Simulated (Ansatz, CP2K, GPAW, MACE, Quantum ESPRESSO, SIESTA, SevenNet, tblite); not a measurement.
**Σ7 (111) twist boundary in CsBr (84 atoms) in CP2K**

How do the settings of CP2K change the result for Σ7 (111) twist boundary in CsBr (84 atoms)? A plane-wave run serves as the yardstick.

Main program and level: CP2K 2026.2; the method is named at each step.

### 1. Set-up

The cell holds 84 atoms: 42 Cs and 42 Br. Cell: a = 16.052 Å, b = 16.052 Å, c = 16.126 Å, α = 90.0°, β = 90.0°, γ = 60.0°. It derives from CsBr (CsCl-type). CsCl-type CsBr (a = 4.29 Å); two grains turned against each other by 81.79 deg about [111]; 1 x 1 coincidence cells, 1 lattice periods a grain, two boundaries a cell, upper grain shifted by [0.246, 0] of the boundary cell and opened by 1.98 Å, no atom removed; minimised with a classical potential (one cell length free). Then every atom was moved at random, 0.03 Å r.m.s. a Cartesian component. Regions: lower grain, 42 atoms (21 Cs and 21 Br); upper grain, 42 atoms (21 Cs and 21 Br). The structure's axis is c.

The yardstick, on the same geometry:

* method: Kohn-Sham DFT, PBE, PAW, plane waves (Ansatz 0.2.0); cutoff 420 eV, Γ point, fermi-dirac smearing of 0.05 eV; PAW set soft_2
* r.m.s. force component: 0.1095 eV/Å
* longest force: 0.4964 eV/Å
* pressure: 0.9137 GPa
* gap (highest filled to lowest empty level): 3.583 eV
* SCF cycles: 6
* time: 24 s on 8 threads of Arm Neoverse V2, shared host
* CPU time: 3 min

### 2. PBE, DZVP-MOLOPT-SR, 350/50 Ry, diagonalisation

Method: Kohn-Sham DFT, PBE, GTH-PBE pseudopotentials, Gaussian and plane waves, DZVP-MOLOPT-SR-GTH, diagonalisation.

input.inp reads:

```
&GLOBAL
  PROJECT cell
  RUN_TYPE ENERGY_FORCE
  PRINT_LEVEL LOW
&END GLOBAL
&FORCE_EVAL
  METHOD QS
  STRESS_TENSOR ANALYTICAL
  &DFT
    BASIS_SET_FILE_NAME BASIS_MOLOPT
    POTENTIAL_FILE_NAME GTH_POTENTIALS
    &MGRID
      CUTOFF 350
      REL_CUTOFF 50
    &END MGRID
    &QS
      EPS_DEFAULT 1.0E-12
    &END QS
    &SCF
      SCF_GUESS ATOMIC
      EPS_SCF 1.0E-06
      MAX_SCF 200
      ADDED_MOS 54
      &DIAGONALIZATION
        ALGORITHM STANDARD
      &END DIAGONALIZATION
      &SMEAR ON
        METHOD FERMI_DIRAC
        ELECTRONIC_TEMPERATURE [K] 580
      &END SMEAR
      &MIXING
        METHOD BROYDEN_MIXING
        ALPHA 0.15
        NBROYDEN 8
      &END MIXING
      &PRINT
        &RESTART OFF
        &END RESTART
      &END PRINT
    &END SCF
    &XC
      &XC_FUNCTIONAL PBE
      &END XC_FUNCTIONAL
    &END XC
    &PRINT
      &MULLIKEN ON
      &END MULLIKEN
      &LOWDIN ON
      &END LOWDIN
      &MO ON
        EIGENVALUES T
        OCCUPATION_NUMBERS T
        MO_INDEX_RANGE 325 348
        &EACH
          QS_SCF 0
        &END EACH
        ADD_LAST NUMERIC
      &END MO
    &END PRINT
  &END DFT
  &SUBSYS
    &CELL
      A 16.05171 0.00000 0.00000
      B 8.02586 13.90119 0.00000
      C 0.00000 0.00000 16.12598
    &END CELL
    &COORD
      Cs 13.48569 9.59182 1.24235
      Br 13.48464 9.66202 4.75668
      Cs 12.48920 13.05683 3.61141
      Br 13.16209 11.91276 7.65097
      Cs 1.22531 0.09661 1.06641
      Br 1.12394 0.01529 4.66557
      Cs 17.94260 5.93720 0.60698
      Br 18.25682 5.99266 4.55607
      Cs 15.98197 3.31279 3.39081
      Br 15.77506 3.31474 6.99948
      Cs 19.36093 12.05761 1.11156
      Br 19.38509 12.03273 4.52043
      Cs 17.11514 9.18785 3.26309
      Br 17.35511 9.26792 6.86757
      Cs 14.94198 6.66020 6.05595
      Br 14.80385 6.50103 2.42293
      Cs 15.93887 12.42044 5.44913
      Br 15.86022 12.37456 1.91722
      Cs 6.59934 1.81021 1.25009
      Br 6.57960 1.83301 4.81102
      Cs 7.67392 8.41092 0.62730
      Br 7.81967 8.13261 4.16582
      Cs 5.41641 5.38268 3.17375
      Br 5.38696 5.38365 6.71002
      Cs 3.15023 2.74229 6.03225
      Br 3.31990 2.56296 2.50098
      Cs 6.74533 11.51144 3.10651
      Br 6.77896 11.63252 6.65035
      Cs 20.70823 8.70395 5.69312
      Br 20.47653 8.61651 2.06961
      Cs 12.27057 4.14144 1.18687
      Br 12.21840 4.15701 4.81361
      Cs 10.13954 1.33674 3.34001
      Br 10.04917 1.20940 7.40602
      Cs 11.14254 7.29409 3.43483
      Br 8.99321 7.38473 7.88448
      Cs 8.76672 4.66760 5.50751
      Br 8.78462 4.62632 1.97043
      Cs 10.06419 10.53585 5.97258
      Br 10.24300 10.72046 2.14637
      Cs 13.51225 0.83477 5.50476
      Br 13.61947 0.88092 2.01978
      Cs 2.71563 0.08674 9.07006
      Br 2.80857 0.06005 12.71001
      Cs 13.35101 1.80854 9.27631
      Br 13.37348 1.79437 12.88772
      Cs 7.72023 4.17091 9.20890
      Br 7.71630 4.17578 12.89127
      Cs 9.94355 1.39040 11.38188
      Br 9.95535 1.28739 15.42531
      Cs 18.06604 6.03256 8.58531
      Br 17.88426 6.00045 12.62116
      Cs 4.01887 3.29180 11.49057
      Br 4.23500 3.33059 15.01813
      Cs 6.51001 0.86618 13.56388
      Br 6.32036 0.90942 10.09277
[... 24 atom lines left out ...]
      Cs 9.95046 10.50485 14.01428
      Br 9.75455 10.68320 10.26564
      Cs 20.10373 12.39972 13.52244
      Br 20.24129 12.29463 9.98118
    &END COORD
    &KIND Cs
      BASIS_SET DZVP-MOLOPT-SR-GTH-q9
      POTENTIAL GTH-PBE-q9
    &END KIND
    &KIND Br
      BASIS_SET DZVP-MOLOPT-SR-GTH-q7
      POTENTIAL GTH-PBE-q7
    &END KIND
  &END SUBSYS
  &PRINT
    &FORCES ON
    &END FORCES
    &STRESS_TENSOR ON
    &END STRESS_TENSOR
  &END PRINT
&END FORCE_EVAL
```

Command:

```bash
OMP_NUM_THREADS=1 mpirun -np 4 cp2k.psmp -i input.inp > output.txt
```

Numbers of over 12 decimals in the logs are rounded to 6 here.

Output:

```text
CP2K| version string:                                       CP2K version 2026.2
 CP2K| Input file name                                                 input.inp
 GLOBAL| Basis set file name                                        BASIS_MOLOPT
 GLOBAL| Potential file name                                      GTH_POTENTIALS
 GLOBAL| Run type                                                   ENERGY_FORCE
 GLOBAL| Total number of message passing processes                             4
 GLOBAL| Number of threads for this process                                    1
 TOTAL NUMBERS AND MAXIMUM NUMBERS
  Total number of            - Atomic kinds:                                   2
                             - Atoms:                                         84
                             - Shell sets:                                    84
                             - Shells:                                       462
                             - Primitive Cartesian functions:                420
                             - Cartesian basis functions:                   1218
                             - Spherical basis functions:                   1134
  Maximum angular momentum of- Orbital basis functions:                        2
                             - Local part of the GTH pseudopotential:          2
                             - Non-local part of the GTH pseudopotential:      4
 SCF PARAMETERS         Density guess:                                    ATOMIC
                        max_scf:                                             200
                        eps_scf:                                        1.00E-06
                        added MOs                                        54    0
                        Mixing method:                            BROYDEN_MIXING
                                                charge density mixing in g-space
                        Smear method:                                FERMI_DIRAC
                        Electronic temperature [K]:                        580.0
                        Electronic temperature [a.u.]:                  1.84E-03
                        Accuracy threshold:                             1.00E-10
 Extrapolation method: initial_guess
 Number of electrons:                                                        672
 Number of occupied orbitals:                                                336
 Number of molecular orbitals:                                               390
 Number of orbital functions:                                               1134
 Number of independent orbital functions:                                   1134
 SCF WAVEFUNCTION OPTIMIZATION
  Step     Update method      Time    Convergence         Total energy    Change
     1 NoMix/Diag. 0.15E+00    4.3     0.68972088     -1416.7040607752 -1.42E+03
     2 Broy./Diag. 0.15E+00    7.0     0.03627365     -1402.0226682862  1.47E+01
     3 Broy./Diag. 0.15E+00    7.1     0.12626782     -1409.5665265025 -7.54E+00
     4 Broy./Diag. 0.15E+00    7.1     0.01420942     -1416.1880914401 -6.62E+00
     5 Broy./Diag. 0.15E+00    7.1     0.04903086     -1413.6704806533  2.52E+00
     6 Broy./Diag. 0.15E+00    7.1     0.00165529     -1413.9481226151 -2.78E-01
     7 Broy./Diag. 0.15E+00    7.1     0.00830585     -1414.3562117959 -4.08E-01
[...]
21 Broy./Diag. 0.15E+00    7.2     0.00000134     -1414.3675388535 -5.17E-05
    22 Broy./Diag. 0.15E+00    7.2     0.00000163     -1414.3675398767 -1.02E-06
    23 Broy./Diag. 0.15E+00    7.2     0.00000044     -1414.3675240898  1.58E-05
  *** SCF run converged in    23 steps ***
  Electronic density on regular grids:       -672.0000000000        0.0000000000
  Core density on regular grids:              671.9999999989       -0.0000000011
  Total charge density on r-space grids:       -0.0000000011
  Total charge density g-space grids:          -0.0000000011
  Overlap energy of the core charge distribution:               0.000000
  Self energy of the core charge distribution:              -2938.299351
  Core Hamiltonian energy:                                    608.799701
  Hartree energy:                                            1161.827608
  Exchange-correlation energy:                               -246.695482
  Electronic entropic energy:                                  -0.000000
  Fermi energy:                                                 0.139492
  Total energy:                                             -1414.367524
  Total energy (extrapolated to T->0):                      -1414.367524
 MO| EIGENVALUES AND OCCUPATION NUMBERS
 MO|
 MO|  Index      Eigenvalue [a.u.]        Eigenvalue [eV]             Occupation
 MO|    325               0.055904               1.521220               2.000000
 MO|    326               0.056504               1.537563               2.000000
 MO|    327               0.057477               1.564029               2.000000
 MO|    328               0.057900               1.575548               2.000000
 MO|    329               0.058845               1.601255               2.000000
 MO|    330               0.059322               1.614241               2.000000
[...]
MO|    346               0.250466               6.815538               0.000000
 MO|    347               0.251113               6.833143               0.000000
 MO|    348               0.253532               6.898963               0.000000
 MO| Sum:                                                             672.000000
 MO| E(Fermi):            0.139492 a.u.          3.795770 eV
 MO| Band gap:            0.132835 a.u.          3.614612 eV
 !-----------------------------------------------------------------------------!
                     Mulliken Population Analysis
 #  Atom  Element  Kind  Atomic population                           Net charge
       1     Cs       1          8.304499                              0.695501
       2     Br       2          7.707276                             -0.707276
       3     Cs       1          8.337023                              0.662977
       4     Br       2          7.705888                             -0.705888
       5     Cs       1          8.284428                              0.715572
       6     Br       2          7.704076                             -0.704076
[...]
# Total charge                            672.000000                 -0.000000
 !-----------------------------------------------------------------------------!
 LOWDIN POPULATION ANALYSIS
 #  Atom  Element  Kind  Atomic population                           Net charge
[...]
82     Br       2          7.443457                             -0.443457
      83     Cs       1          8.566031                              0.433969
      84     Br       2          7.451252                             -0.451252
 # Total charge                            672.000000                 -0.000000
 ENERGY| Total FORCE_EVAL ( QS ) energy [hartree]          -1414.367510
 FORCES| Atomic forces [hartree/bohr]
 FORCES|   Atom     x               y               z               |f|
 FORCES|      1 -4.55046741E-04 -8.55612700E-04 -3.71717392E-03   3.84142195E-03
 FORCES|      2 -2.28136208E-04 -1.62429474E-03 -2.05342472E-04   1.65304116E-03
 FORCES|      3 -1.17921954E-04 -2.29032084E-04  1.97873935E-03   1.99543747E-03
 FORCES|      4 -3.56740630E-03  5.59493609E-04 -6.20076630E-04   3.66386624E-03
 FORCES|      5  2.89388744E-04 -2.86275649E-03 -2.33169978E-03   3.70350435E-03
 FORCES|      6  2.19711010E-03  1.17916745E-03  5.23452195E-05   2.49408674E-03
[...]
FORCES|     82  1.38875665E-03  2.55074151E-03 -2.36844342E-03   3.74759276E-03
 FORCES|     83 -1.92251676E-03  6.91892441E-04  5.09903981E-03   5.49317694E-03
 FORCES|     84  1.03606477E-03  3.21935612E-03  3.14650778E-03   4.61932844E-03
 FORCES| Sum    -4.00974913E-05 -1.17340384E-04 -1.06721158E-05
 FORCES| Total atomic force                                       1.24460711E-04
 STRESS| Analytical stress tensor [bar]
 STRESS|                        x                   y                   z
 STRESS|      x        7.45348820658E+03  -1.36931496673E+02  -2.26372527132E+02
 STRESS|      y       -1.36931496673E+02   7.21811356920E+03   5.02407436572E+02
 STRESS|      z       -2.26372527132E+02   5.02407436572E+02   1.71253307314E+04
 STRESS| 1/3 Trace                                             1.05989775024E+04
```

Elapsed: 3 min, on 4 MPI ranks of Arm Neoverse V2, shared host; peak memory 8.5 GiB.

Banners, paths, timers and routine set-up lines are dropped from the logs unmarked, and long logs keep their key lines alone; longer cuts are marked.

Numbers from this run, and their distance from the reference:

| Item | Value |
| --- | --- |
| r.m.s. force component | 0.1234 eV/Å |
| r.m.s. difference of force components | 18.45 meV/Å |
| longest difference of force vectors | 89.02 meV/Å |
| force difference over r.m.s. force | 16.85 % |
| slope of forces against the reference's | 1.121 |
| correlation of force components | 0.9946 |
| gap (highest filled to lowest empty level) | 3.615 eV |
| gap difference | 0.0321 eV |
| pressure | 1.06 GPa |
| pressure difference | 0.1462 GPa |

Length of the force difference by element (eV/Å):

```
element  atoms   mean   most
     Br     42  0.019  0.038
     Cs     42  0.036  0.089
```

Levels nearest the highest filled one (eV from it): -0.22, -0.20, -0.18, -0.16, -0.14, -0.13, -0.11, -0.10, -0.06, -0.03, -0.01, 0.00, 3.61, 4.37, 4.41, 4.54, 4.62, 4.78, 4.83, 5.01, 5.03, 5.08, 5.09, 5.16.

A closer look about Cs63, which bears the longest force: 9 atoms, nearest first, numbered in the order of the input, with positions taken from that point.

```
atom      x      y      z  distance (Å)  bonds  Mulliken charge (e)      Fx      Fy  Fz (eV/Å)
Cs63   0.00   0.00   0.00          0.00      6                 0.69   0.149   0.076     -0.558
Br64   0.08   0.06   3.39          3.39      8                -0.71   0.035   0.086      0.163
Br28   0.32   2.10  -2.76          3.48      5                -0.70   0.021  -0.021      0.198
Br74  -1.23  -3.05   1.16          3.49      7                -0.71  -0.101  -0.004     -0.222
Br82   3.29   1.15   0.85          3.59      8                -0.72   0.071   0.131     -0.122
Br84  -2.27   2.76   0.57          3.62      7                -0.71   0.053   0.166      0.162
Br36   2.53  -2.15  -1.53          3.66      6                -0.70   0.128   0.040      0.033
Cs65   2.40  -2.29   2.10          3.93      7                 0.66   0.137   0.023     -0.146
Cs71  -3.56  -0.30   1.93          4.06      7                 0.69  -0.179  -0.158      0.165
```

Forces lie 17 % from the reference's, at 4.0 times its CPU time (on 4 against 8 cores).

### 3. PBE, TZVP-UZH, 350/50 Ry, diagonalisation

Method: Kohn-Sham DFT, PBE, GTH-PBE pseudopotentials, Gaussian and plane waves, TZVP-MOLOPT (UZH set), diagonalisation.

input.inp: that of step 2 with these lines changed.

```diff
@@ -9,4 +9,4 @@
   &DFT
-    BASIS_SET_FILE_NAME BASIS_MOLOPT
-    POTENTIAL_FILE_NAME GTH_POTENTIALS
+    BASIS_SET_FILE_NAME BASIS_MOLOPT_UZH
+    POTENTIAL_FILE_NAME POTENTIAL_UZH
     &MGRID
@@ -70,3 +70,3 @@
     &KIND Cs
-      BASIS_SET DZVP-MOLOPT-SR-GTH-q9
+      BASIS_SET TZVP-MOLOPT-PBE-GTH-q9
       POTENTIAL GTH-PBE-q9
@@ -74,3 +74,3 @@
     &KIND Br
-      BASIS_SET DZVP-MOLOPT-SR-GTH-q7
+      BASIS_SET TZVP-MOLOPT-PBE-GTH-q7
       POTENTIAL GTH-PBE-q7
```

Output:

```text
CP2K| version string:                                       CP2K version 2026.2
 CP2K| Input file name                                                 input.inp
 GLOBAL| Basis set file name                                    BASIS_MOLOPT_UZH
 GLOBAL| Potential file name                                       POTENTIAL_UZH
 GLOBAL| Run type                                                   ENERGY_FORCE
 GLOBAL| Total number of message passing processes                             4
 GLOBAL| Number of threads for this process                                    1
[... lines left out ...]
                        Smear method:                                FERMI_DIRAC
[... lines left out ...]
 Number of electrons:                                                        672
[... lines left out ...]
  Step     Update method      Time    Convergence         Total energy    Change
[... lines left out ...]
  *** SCF run converged in    21 steps ***
[... lines left out ...]
  Fermi energy:                                                 0.134256
  Total energy:                                             -1413.690309
  Total energy (extrapolated to T->0):                      -1413.690309
[... lines left out ...]
 MO| E(Fermi):            0.134256 a.u.          3.653302 eV
[... lines left out ...]
      83     Cs       1          8.981598                              0.018402
      84     Br       2          7.040699                             -0.040699
 # Total charge                            672.000000                 -0.000000
 ENERGY| Total FORCE_EVAL ( QS ) energy [hartree]          -1413.690278
 FORCES| Atomic forces [hartree/bohr]
 FORCES|   Atom     x               y               z               |f|
 FORCES|      1 -1.96270884E-04 -7.74061034E-04 -3.58242393E-03   3.67034793E-03
 FORCES|      2 -8.28138548E-05 -1.58116565E-03  2.05019218E-04   1.59655123E-03
 FORCES|      3  5.09211611E-06 -1.83593745E-04  1.81283404E-03   1.82211411E-03
[...]
FORCES|     83 -2.07336095E-03  9.20884988E-04  4.65112723E-03   5.17492409E-03
 FORCES|     84  1.04913649E-03  3.11906971E-03  2.39822731E-03   4.07195008E-03
 FORCES| Sum    -1.54754156E-05 -1.98027952E-05 -5.14411809E-05
 FORCES| Total atomic force                                       5.72523736E-05
 STRESS| Analytical stress tensor [bar]
 STRESS|                        x                   y                   z
 STRESS|      x        9.98101091153E+03  -1.35047704682E+02  -2.35130136925E+02
 STRESS|      y       -1.35047704682E+02   9.68325635778E+03   4.18483395100E+02
 STRESS|      z       -2.35130136925E+02   4.18483395100E+02   1.87911189276E+04
 STRESS| 1/3 Trace                                             1.28184620657E+04
```

Elapsed: 2.4 min, on 4 MPI ranks; peak memory 8.6 GiB.

Against the reference:

| Quantity | Value |
| --- | --- |
| r.m.s. force component | 0.1186 eV/Å |
| r.m.s. difference of force components | 20.29 meV/Å |
| longest difference of force vectors | 83.65 meV/Å |
| force difference over r.m.s. force | 18.53 % |
| slope of forces against the reference's | 1.07 |
| correlation of force components | 0.9873 |
| gap (highest filled to lowest empty level) | 3.521 eV |
| gap difference | -0.0618 eV |
| pressure | 1.282 GPa |
| pressure difference | 0.3681 GPa |

Against the first run (17 %), the force difference from the reference is 19 %, at 0.80 times the CPU time, with 1470 basis functions against 1134; this set comes with other potentials too, so the change isn't the basis's alone.

(Continued in part 2 of 2.)

[Also dropped from logs without a mark: logging warnings of Python, and SIESTA's first energy breakdown and zero terms.]

[Logs are printed without paths, hosts, clocks, repeated set-up lines and the standing remarks that a program may print on its own settings, such as how far it seeks lower states.]

[Hosts, paths, dates, database ids (printed as entryN), source tags and the programs' standing remarks are cut or masked in the printed files.]
